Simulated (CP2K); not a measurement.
The C K edge of 2-carboxythiazole was computed by TDDFT (CP2K XAS_TDP, aug-cc-pVDZ, TDA) at these levels: PBE, PBEh(45%) and PBEh(45%) + GW2X. The first three lines of C2 (bonded to C and 2 O) with a strength over 0.0015, energy in eV and strength:

| run | first | second | third |
| --- | --- | --- | --- |
| 1 | 270.31 (0.011) | 272.36 (0.006) | 273.93 (0.026) |
| 2 | 289.78 (0.063) | 294.25 (0.017) | 294.82 (0.004) |
| 3 | 283.36 (0.064) | 287.83 (0.018) | 288.39 (0.004) |

Which run is which?

Run 1: PBE (0 % exact exchange). Run 2: PBEh(45%) + GW2X (45 % exact exchange). Run 3: PBEh(45%) (45 % exact exchange). Self-interaction lifts the core level, so the uncorrected lines rise with the share of exact exchange. The GW2X run keeps the spacings of its parent: 4.47 eV between the first two lines in run 2, 4.47 eV in run 3. Its shift is +6.42 eV, since the Kohn–Sham level at this share of exchange lies that far above the quasiparticle level.

[Hosts, paths, dates, database ids (printed as entryN), source tags and the programs' standing remarks are cut or masked in the printed files.]
